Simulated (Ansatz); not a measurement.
# Lattice dynamics of AlN (P6_3mc), part 2 of 2

Task: relax AlN (P6_3mc), then find its harmonic phonons.

Ansatz 0.2.0; DFT LDA, scalar-relativistic, plane waves, PAW; PAW set soft_1.

So far. Step 5 (Relaxing to small forces for the phonons, k-mesh …): The largest force component left is 0.028 meV/Å and the pressure is -0.001 GPa, within the tolerances set. The cell now holds 10.21 Å³/atom. Step 6 (Linear response at the zone centre): Before it was imposed, the acoustic sum rule was missed by 6.2e-5 eV/Å² and the charge sum rule by 2.9e-4 e. The relaxed cell has a = 3.089, c = 4.943 Å (conventional setting).

The database entry behind the starting cell differs from later determinations by our own check (inner coordinate u about 0.002 short), so it need not match the best structure at ambient conditions.

**7. Phonons on a q mesh**

Stability and thermal properties need the whole zone. Linear response on a 3×3×2 q mesh gives force constants as far as a supercell of that size would, and the tensors from the zone-centre run are typed in so that the long-range dipole term is interpolated apart.

input.yaml reads:

```yaml
crystal:
  lattice:
    - [3.0886284848, 0.0, 0.0]
    - [-1.5443142424, 2.6748307307, 0.0]
    - [0.0, 0.0, 4.9431174619]
  atoms:
    - { symbol: Al, position: [0.3333333333, 0.6666666667, -0.0009910975] }
    - { symbol: Al, position: [0.6666666667, 0.3333333333, 0.4990089025] }
    - { symbol: "N", position: [0.3333333333, 0.6666666667, 0.3809910975] }
    - { symbol: "N", position: [0.6666666667, 0.3333333333, 0.8809910975] }
kpoints:
  mp_grid: { grid: [12, 12, 6] }
hamiltonian:
  xc: lda
  pseudopotentials: { kind: paw, azcp: { folder: soft_1 }, xc_functional: pbe }
scf:
  occupations: { method: fixed }
output:
  eigenvalues: true
phonons:
  method: dfpt
  qmesh: [3, 3, 2]
  temperatures: { t_max: 1000, t_step: 50 }
  qpath:
    path:
      - [[0.0, 0.0, 0.0], [0.5, 0.0, 0.0], [0.33333333, 0.33333333, 0.0], [0.0, 0.0, 0.0], [0.0, 0.0, 0.5], [0.5, 0.0, 0.5], [0.33333333, 0.33333333, 0.5], [0.0, 0.0, 0.5]]
      - [[0.5, 0.0, 0.5], [0.5, 0.0, 0.0]]
      - [[0.33333333, 0.33333333, 0.5], [0.33333333, 0.33333333, 0.0]]
    npoints: 10
  non_analytic_term:
    high_frequency_dielectric_tensor: [[4.3986, 0.0, 0.0], [0.0, 4.3986, 0.0], [0.0, 0.0, 4.6213]]
    born_effective_charges:
      - { species: Al, tensor: [[2.5247, 0.0, 0.0], [0.0, 2.5247, 0.0], [0.0, 0.0, 2.6858]] }
      - { species: Al, tensor: [[2.5247, 0.0, 0.0], [0.0, 2.5247, 0.0], [0.0, 0.0, 2.6858]] }
      - { species: "N", tensor: [[-2.5247, 0.0, 0.0], [0.0, -2.5247, 0.0], [0.0, 0.0, -2.6858]] }
      - { species: "N", tensor: [[-2.5247, 0.0, 0.0], [0.0, -2.5247, 0.0], [0.0, 0.0, -2.6858]] }
    source: "zone-centre run at this cell"
```

Command:

```bash
> ansatz run input.yaml --threads 4 --pin off --max-ram 16384MiB --backend cpu --events-out ev --progress --plain --runs-dir out
```

It took 2.3 min on 4 threads of Arm Neoverse V1, shared host; peak memory 0.8 GiB; 9 min of CPU time.

This step gave:

* sum-rule residual before enforcement: 6.82e-6 eV/Å²
* lowest frequency on the path: 0 cm⁻¹
* highest frequency on the path or at a solved wavevector: 916.3 cm⁻¹
* lowest mode on the q mesh (acoustic modes at Γ apart): 174.9 cm⁻¹

Frequencies (cm⁻¹) solved at each irreducible wavevector; negative means imaginary. Frequencies by wavevector, by row:

```
q in reciprocal lattice units  star  mode 1  mode 2  mode 3  mode 4  mode 10  mode 11  mode 12
                        0 0 0     1       0       0       0   239.5    678.9    678.9    729.8
                     0 0 -0.5     1   174.9   174.9   174.9   174.9    672.2    833.4    833.4
                   0 0.3333 0     6   198.1   238.6   322.9   401.6    681.8    728.5    829.5
                0 0.3333 -0.5     6   273.4   273.4   275.2   275.2    674.5      788      788
              0.3333 0.3333 0     2   357.8   357.8   364.9   456.5      704    711.3    740.8
           0.3333 0.3333 -0.5     2   246.9   246.9   419.3   419.3    702.6    727.5    727.5
```

Interpolated from a 3×3×2 q mesh, with the LO-TO term (at Γ the limit along the path; where Γ stands inside the path, tables give the limit on arrival). Phonon branches along the path, in cm⁻¹:

```
    point  branch 1  branch 2  branch 3  branch 4  branch 9  branch 10  branch 11  branch 12
        Γ         0         0         0       240       668        679        730        916
  halfway       163       183       291       315       681        682        726        865
        M       225       305       359       403       682        684        745        757
  halfway       290       321       386       409       683        695        733        749
        K       358       358       365       456       704        704        711        741
  halfway       209       214       327       337       682        683        725        846
        Γ         0         0         0       240       668        679        730        916
  halfway        96        96       183       224       677        677        772        876
        A       175       175       175       175       672        672        833        833
  halfway       247       247       270       270       674        674        810        810
        L       275       275       300       300       680        680        741        741
  halfway       256       256       362       362       697        697        734        734
        H       247       247       419       419       703        703        727        727
  halfway       261       261       288       288       680        680        799        799
        A       175       175       175       175       672        672        833        833
jump to L       275       275       300       300       680        680        741        741
  halfway       250       280       340       343       682        684        742        751
        M       225       305       359       403       682        684        745        757
jump to H       247       247       419       419       703        703        727        727
  halfway       295       295       383       447       704        704        716        737
        K       358       358       365       456       704        704        711        741
```

Tetrahedra on a 24×24×14 mesh, mean over bins of 10 cm-1. Interpolated from a 3×3×2 q mesh. Table of phonon density of states by wavenumber; read off at these points:

```
wavenumber (cm⁻¹)  phonon density of states (1/cm⁻¹/cell)
                5                                       0
               35                                  1.7e-4
               65                                  6.1e-4
               95                                 0.00134
              135                                 0.00289
              165                                 0.00475
              195                                 0.00757
              225                                  0.0140
              255                                  0.0295
              285                                  0.0209
              315                                  0.0186
              355                                  0.0176
              385                                  0.0138
              415                                  0.0113
              445                                  0.0066
              475                                 0.00844
              505                                  0.0182
              535                                  0.0153
              565                                 0.00651
              605                                       0
              635                                  0.0153
              645                                  0.0458
              665                                  0.0564
              675                                   0.113
              695                                  0.0377
              725                                  0.0249
              735                                  0.0320
              755                                  0.0179
              785                                  0.0104
              825                                 0.00681
              855                                 0.00472
              885                                 0.00264
              915                                  8.0e-5
```

The partial phonon density of states has structure finer than the step of the table below, so its rows give means over 25 cm⁻¹, whole bins alone (the curve runs from -10 to 952 cm⁻¹). Peaks (cm⁻¹: height): Al 250.1: 0.0202, 510.2: 0.0146, 673.5: 0.0237; N 679.5: 0.0709, 734.0: 0.0270.

Phonopy on the run's constants, 21x21x11 mesh, Gaussian sigma 6.9 cm-1. Interpolated from a 3×3×2 q mesh. Partial phonon density of states against wavenumber; means over each step; values in 1/cm⁻¹/cell:

```
wavenumber (cm⁻¹)       Al        N
               25   6.5e-5   3.1e-5
               50   2.5e-4   1.3e-4
               75   5.6e-4   2.9e-4
              100  0.00102   5.1e-4
              125  0.00169   8.3e-4
              150  0.00256  0.00122
              175  0.00383  0.00176
              200  0.00598  0.00261
              225   0.0102  0.00417
              250   0.0184  0.00686
              275   0.0172  0.00598
              300   0.0151  0.00480
              325   0.0142  0.00420
              350   0.0137  0.00366
              375   0.0122  0.00300
              400   0.0104  0.00230
              425  0.00766  0.00192
              450  0.00488  0.00159
              475  0.00670  0.00195
              500   0.0124  0.00206
              525   0.0142  0.00156
              550   0.0115   9.3e-4
              575  0.00270   2.3e-4
              600   4.4e-5   7.0e-5
              625  0.00252  0.00621
              650  0.00990   0.0283
              675   0.0199   0.0608
              700  0.00641   0.0260
              725  0.00203   0.0190
              750  0.00226   0.0188
              775  0.00224  0.00987
              800  0.00218  0.00669
              825  0.00195  0.00489
              850  0.00158  0.00351
              875  0.00110  0.00226
              900   4.7e-4   9.3e-4
              925   3.7e-5   6.8e-5
```

Symmetry leaves 6 wavevectors to solve. The lowest mode among them, the acoustic zeros apart, lies at q = (0, 0, -0.5) and is real, 175 cm⁻¹.

**8. The same by displaced supercells**

Finite displacements in a 2×2×2 supercell give force constants from forces alone. They are exact at the wavevectors that the supercell holds, where they check the linear-response result.

Edit input.yaml of step 7 so:

```diff
@@ -20,4 +20,4 @@
 phonons:
-  method: dfpt
-  qmesh: [3, 3, 2]
+  method: fd
+  supercell: [2, 2, 2]
   temperatures: { t_max: 1000, t_step: 50 }
```

It took 76 s on 4 threads; peak memory 1.4 GiB; 5 min of CPU time.

Numbers from this step:

| Item | Value |
| --- | --- |
| atoms in the supercell | 32 |
| sum-rule residual before enforcement | 2.16e-4 eV/Å² |

Interpolated from a 2×2×2 supercell, rough between the solved points, with the LO-TO term (at Γ the limit along the path; where Γ stands inside the path, tables give the limit on arrival). The phonon branches at the labelled points (cm⁻¹):

```
    point  branch 1  branch 2  branch 3  branch 4  branch 9  branch 10  branch 11  branch 12
        Γ         0         0         0       240       668        679        730        916
  halfway       157       191       297       313       677        679        713        863
        M       224       306       342       406       682        683        736        755
  halfway       292       318       374       414       684        692        725        741
        K       351       351       366       472       699        699        711        724
  halfway       207       217       336       341       680        681        712        843
        Γ         0         0         0       240       668        679        730        916
  halfway        96        96       183       224       677        677        772        876
        A       175       175       175       175       672        672        833        833
  halfway       244       244       264       264       674        674        806        806
        L       269       269       297       297       678        678        734        734
  halfway       248       248       372       372       687        687        722        722
        H       241       241       442       442       693        693        706        706
  halfway       256       256       288       288       679        679        794        794
        A       175       175       175       175       672        672        833        833
jump to L       269       269       297       297       678        678        734        734
  halfway       250       276       331       338       681        683        734        746
        M       224       306       342       406       682        683        736        755
jump to H       241       241       442       442       693        693        706        706
  halfway       289       289       394       468       697        697        708        717
        K       351       351       366       472       699        699        711        724
```

Tetrahedra on a 24×24×14 mesh, mean over bins of 10 cm-1. Interpolated from a 2×2×2 supercell, rough between the solved points. Phonon density of states against wavenumber; read off at these points:

wavenumber (cm⁻¹), phonon density of states (1/cm⁻¹/cell) and a bar:
```
        5      0.000 
       35      0.000 
       65      0.001 
       95      0.001 
      135      0.003 #
      165      0.005 #
      195      0.008 ##
      225      0.015 ###
      245      0.028 ######
      255      0.026 ######
      285      0.020 ####
      315      0.018 ####
      355      0.015 ###
      385      0.012 ###
      415      0.013 ###
      445      0.008 ##
      475      0.009 ##
      505      0.017 ####
      535      0.016 ###
      565      0.008 ##
      605      0.000 
      635      0.014 ###
      665      0.057 ############
      675      0.140 ##############################
      695      0.029 ######
      715      0.032 #######
      725      0.029 ######
      755      0.014 ###
      785      0.009 ##
      825      0.006 #
      855      0.005 #
      885      0.003 #
      915      0.000
```

At Γ the two methods differ by at most 0.0 cm⁻¹.

**9. Outcome**

| Item | Value |
| --- | --- |
| space group after relaxation (within 0.01 Å) | P6_3mc |
| volume per atom | 10.2 Å³ |
| gap on the k-mesh | 4.42 eV |
| highest optical mode at the zone centre (no LO-TO term) | 730 cm⁻¹ |
| top of the zone-centre spectrum with the field | 916 cm⁻¹ |
| lowest optical zone-centre mode | 240 cm⁻¹ |
| mean high-frequency dielectric constant | 4.47 |
| mean static dielectric constant | 8.51 |
| largest Born charge (third of the trace) | 2.58 e |
| lowest mode on the q mesh (acoustic modes at Γ apart) | 175 cm⁻¹ |
| highest frequency on the path or at a solved wavevector | 916 cm⁻¹ |
| imaginary modes on the 3×3×2 q mesh | none |

In words: The structure is a minimum as far as tested: no mode is imaginary at the 6 irreducible wavevectors of the 3×3×2 mesh, and the softest away from the acoustic zeros lies at 175 cm⁻¹. Without the field, the optical modes at Γ span 240 to 730 cm⁻¹. The highest mode in this list at Γ, 729.8 cm⁻¹, is mostly motion of N (100 % of the kinetic energy). With the macroscopic field of the longitudinal modes the top of the zone-centre spectrum lies at 916 cm⁻¹, against 730 cm⁻¹ without it. Lattice motion raises the mean dielectric constant from 4.473 to 8.512. The strongest infrared line is at 679 cm⁻¹. Finite displacements and linear response differ by 0.0 cm⁻¹ in the highest zone-centre mode. The program warns that the interpolation holds no quadrupole term, so branches close to Γ can be off in this crystal. The PAW files were made for PBE and serve the other functionals too. These are harmonic frequencies at zero temperature: anharmonic shifts, linewidths and thermal expansion are left out.

Comparison with the measured values:

| quantity | measured | LDA, PAW; PAW set soft_1 |
| --- | --- | --- |
| lattice constant a (Å) | 3.111 | 3.089 (-0.7 %) |
| Raman mode, E2(low) (cm⁻¹) | 247.6 | 240 (-3.3 %) |
| Raman mode, A1(TO) (cm⁻¹) | 610.4 | 621 (+1.7 %) |
| Raman mode, E2(high) (cm⁻¹) | 656.1 | 668 (+1.7 %) |
| Raman mode, E1(TO) (cm⁻¹) | 669.1 | 679 (+1.5 %) |

Measured values from arxiv:1112.6088 (2011) and pmc:10004678 (2023).

Verdict: Measured modes were matched to the nearest mode of that symmetry; at LDA, PAW; PAW set soft_1, 4 of them have a partner, and the computed frequencies miss them by 2.0 % on average (mean signed +0.4 %), which is good agreement. The lattice constant a is off by -0.7 %: fair agreement. The grades are ours: good and fair within 0.7 and 1.5 % for the lattice constant a and 3 and 7 % for the Raman mode. For lattice constants and Raman mode the calculation has a static lattice, without zero-point motion or thermal expansion (measured at up to 300 K).

[Logs are printed without paths, hosts, clocks, repeated set-up lines and the standing remarks that a program may print on its own settings, such as how far it seeks lower states.]

[Hosts, paths, dates, database ids (printed as entryN), source tags and the programs' standing remarks are cut or masked in the printed files.]
